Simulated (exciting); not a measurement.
# RbAsF6: the Rb L₃ edge from the Bethe–Salpeter equation, part 2 of 2

How far do the exchange and direct terms reshape the Rb L₃ edge of RbAsF6?

exciting sodium; X-ray absorption, core-level Bethe-Salpeter equation, exchange and statically screened direct term, Tamm-Dancoff, all-electron LAPW+lo LDA.

So far. Step 5 (Independent particles): Maxima (height): 7.8 eV (0.40), 11.6 eV (0.15), 13.6 eV (0.15), 16.2 eV (0.16) and 21.3 eV (0.21). Against the singlet run the r.m.s. difference is 98 %. Moving the earlier curve by +6.6 eV leaves 52 %. The highest maximum lies at 7.8 eV (0.40), against 1.0 eV (1.00). Step 6 (Exchange alone): Maxima (height): 7.8 eV (0.40), 11.6 eV (0.15), 13.6 eV (0.15), 16.2 eV (0.16) and 21.3 eV (0.21). The spectrum is that of the independent-particle run within 1 %.

## Step 8: Coarser mesh

Changed against the first singlet run: k mesh from 2×2×2 to 1×1×1.

Input file input.xml:

```
<input>
  <title>RbAsF6</title>
  <structure speciespath="." autormt="false" epslat="1.0e-5">
    <crystal>
      <basevect>7.0249790150 4.0558735253 4.6787359265</basevect>
      <basevect>-7.0249790150 4.0558735253 4.6787359265</basevect>
      <basevect>0.0000000000 -8.1117470506 4.6787359265</basevect>
    </crystal>
    <species speciesfile="Rb.xml" rmt="2.040">
      <atom coord="0.5000000000 0.5000000000 0.5000000000"/>
    </species>
    <species speciesfile="As.xml" rmt="1.855">
      <atom coord="0.0000000000 0.0000000000 0.0000000000"/>
    </species>
    <species speciesfile="F.xml" rmt="1.345">
      <atom coord="0.7120121400 0.7996116400 0.0774148000"/>
      <atom coord="0.9225852000 0.2879878600 0.2003883600"/>
      <atom coord="0.2003883600 0.9225852000 0.2879878600"/>
      <atom coord="0.2879878600 0.2003883600 0.9225852000"/>
      <atom coord="0.7996116400 0.0774148000 0.7120121400"/>
      <atom coord="0.0774148000 0.7120121400 0.7996116400"/>
    </species>
  </structure>
  <groundstate do="skip" xctype="LDA_PW" ngridk="3 3 3" rgkmax="6.5" gmaxvr="14" nempty="8" swidth="0.001" maxscl="100" epsengy="1e-5"/>
  <xs xstype="BSE" ngridk="1 1 1" ngridq="1 1 1" vkloff="0.097 0.273 0.493" rgkmax="6.5" nempty="49" gqmax="3" lmaxapwwf="5" lmaxemat="3" broad="0.02352" tevout="true">
    <energywindow intv="64.014 65.631" points="439"/>
    <screening screentype="full" nempty="78"/>
    <BSE xas="true" xasspecies="1" xasatom="1" xasedge="L3" bsetype="singlet" nstlxas="1 45"/>
    <qpointset>
      <qpoint>0 0 0</qpoint>
    </qpointset>
    <plan>
      <doonly task="xsgeneigvec"/>
      <doonly task="writepmatxs"/>
      <doonly task="scrgeneigvec"/>
      <doonly task="scrwritepmat"/>
      <doonly task="screen"/>
      <doonly task="scrcoulint"/>
    </plan>
  </xs>
</input>
```

Input file input.xml for the exchange start (cutoff and plan only):

```
  gqmax="2"
  <plan>
    <doonly task="exccoulint"/>
  </plan>
```

Input file input.xml for the last start (plan only):

```
  <plan>
    <doonly task="bse"/>
  </plan>
```

Launch:

```sh
> OMP_NUM_THREADS=4 exciting
> OMP_NUM_THREADS=4 exciting
> OMP_NUM_THREADS=4 exciting
```

Numbers of over 12 decimals in the logs are rounded to 6 here.

Log:

```text
| EXCITING SODIUM started for task xsgeneigvec ( 301)                          =
One-shot GS runs for BSE calculations
One-shot GS runs for k+qmt/2 grids
Info(xsgeneigvec): Generating eigenvectors for Q-point      1
Info(xsgeneigvec): Generation of eigenvectors finished
| EXCITING SODIUM started for task writepmatxs ( 320)                          =
Info(writepmatxs): Momentum matrix elements finished
| EXCITING SODIUM started for task scrgeneigvec ( 401)                         =
One-shot GS runs for BSE calculations
One-shot GS runs for k+qmt/2 grids
[...]
Info(setup_bse_block): Setting up RR part of hamiltonian
Info(setup_bse_block): Singlet spin state
Info(bse): Diagonalizing RR Hamiltonian (TDA)
Info(bse): Invoking Lapack routine ZHEEVR
       180 eigen solutions found in the interval:
         i1=       1 i2=     180
Info(bse): Writing excition energies and oscillator strengths to text file.
Info(makespectrum_dist): Making spectrum using formula for coupling with time reversed AR basis.
Info(makespectrum_dist): Using formalism for vanishing momentum transfer.
Info(writederived): Writing quantities derived from the macroscopic dielectric function.
Info(bselauncher): Spectrum finished for iqmt=  1
Info(bselauncher): All done for BSE type singlet
```

Wall time 2 min (4 threads of Intel Xeon at 2.70GHz, shared host).

Wall time by task: xsgeneigvec 11 s, writepmatxs 12 s, scrgeneigvec 10 s, scrwritepmat 14 s, screen 16 s, scrcoulint 16 s, exccoulint 35 s, bse 1.7 s.

These settings are cheaper. Against the singlet run the r.m.s. difference is 26 %. The highest maximum lies at 1.3 eV (0.79), against 1.0 eV (1.00). The first bright state moves from 0.78 to 0.38 eV. The lowest bare transition of this run lies at 0.88 eV, against 0.45. A coarse mesh samples few band energies, and it inflates the long-range part of the attraction.

| E (eV) | first run | this run |
| --- | --- | --- |
| -4.0 | 0.02 | 0.02 |
| -3.0 | 0.03 | 0.03 |
| -2.0 | 0.06 | 0.05 |
| -1.0 | 0.13 | 0.09 |
| 0.0 | 0.33 | 0.27 |
| 1.0 | 0.99 | 0.74 |
| 2.0 | 0.37 | 0.57 |
| 3.0 | 0.14 | 0.20 |
| 4.0 | 0.12 | 0.14 |
| 5.0 | 0.11 | 0.08 |
| 6.0 | 0.08 | 0.07 |
| 7.0 | 0.07 | 0.09 |
| 8.0 | 0.09 | 0.08 |
| 9.0 | 0.13 | 0.11 |
| 10.0 | 0.09 | 0.19 |
| 11.0 | 0.11 | 0.11 |
| 12.0 | 0.11 | 0.13 |
| 13.0 | 0.12 | 0.15 |
| 14.0 | 0.13 | 0.10 |
| 15.0 | 0.12 | 0.09 |
| 16.0 | 0.12 | 0.11 |
| 17.0 | 0.13 | 0.10 |
| 18.0 | 0.12 | 0.13 |
| 19.0 | 0.14 | 0.18 |
| 20.0 | 0.13 | 0.15 |
| 21.0 | 0.12 | 0.09 |
| 22.0 | 0.09 | 0.06 |

## Step 9: From independent particles to the full kernel

```csv
level,curve passes 0.15 (eV),highest maximum (eV),its height
IP,5.3,7.8,0.40
RPA,5.3,7.8,0.40
singlet,-0.8,1.0,1.00
```

```csv
E (eV),IP,RPA,singlet
-4.0,0.00,0.00,0.02
-3.0,0.00,0.00,0.03
-2.0,0.01,0.01,0.06
-1.0,0.01,0.01,0.13
0.0,0.01,0.01,0.33
1.0,0.01,0.01,0.99
2.0,0.02,0.02,0.37
3.0,0.02,0.02,0.14
4.0,0.05,0.05,0.12
5.0,0.11,0.11,0.11
6.0,0.24,0.24,0.08
7.0,0.33,0.33,0.07
8.0,0.39,0.39,0.09
9.0,0.22,0.22,0.13
10.0,0.13,0.13,0.09
11.0,0.13,0.13,0.11
12.0,0.15,0.15,0.11
13.0,0.14,0.14,0.12
14.0,0.14,0.14,0.13
15.0,0.14,0.14,0.12
16.0,0.15,0.15,0.12
17.0,0.14,0.14,0.13
18.0,0.15,0.15,0.12
19.0,0.15,0.15,0.14
20.0,0.16,0.16,0.13
21.0,0.20,0.20,0.12
22.0,0.20,0.20,0.09
```

## Step 10: Summary of results

```yaml
absorber_and_edge: Rb L₃, atom 1
surroundings: 6 F at 2.94 Å and 6 F at 3.05 Å (distorted cuboctahedral, site symmetry -3)
first_bright_state: 0.78 eV from the Kohn–Sham onset, on this mesh
highest_maximum: 1.0 eV
cost_of_the_bse_run: 8.3 min on 4 MPI ranks of Intel Xeon at 2.70GHz, shared host; the last task ran on as many threads
```

What this shows: Is a core exciton bound? No bright one: the first bright state (over 5 % of the brightest) lies at 0.78 eV from the Kohn–Sham onset and at 0.34 eV from the lowest bare transition of its own mesh; weaker or dark states reach down to -1.41 eV. Changing the half width (eV) from 0.64 to 1.92 alters the spectrum by 49 % r.m.s. Exchange alone changes the independent-particle spectrum by 0.1 % r.m.s. A mesh of 8 points doesn't converge binding energies, and fine structure above the first lines is partly noise of the mesh. The kernel cutoff is low for a compact core orbital, so the effect of exchange is a lower bound. The zero comes from the unshifted 3×3×3 ground-state mesh; it is exact only where the band minimum lies on that mesh. The conduction states carry no spin here, so the exchange coupling to the spinor core hole is only partly held. This core level is treated alone, with no coupling to its spin–orbit partner. The Kohn–Sham onset, 1754 eV, is no photon energy (tabulated edge of the element: 1804 eV): the scale needs a rigid shift. Bands and screening come from semilocal DFT, whose small gap overscreens. Vibrations and energy-dependent lifetimes are left out. The structure is a Materials Project entry, computed there, and may be a hypothetical form.

[Banner, clock and machine lines of the logs are left out without a mark of their own.]

[Logs are printed without paths, hosts, clocks, repeated set-up lines and the standing remarks that a program may print on its own settings, such as how far it seeks lower states.]

[Hosts, paths, dates, database ids (printed as entryN), source tags and the programs' standing remarks are cut or masked in the printed files.]
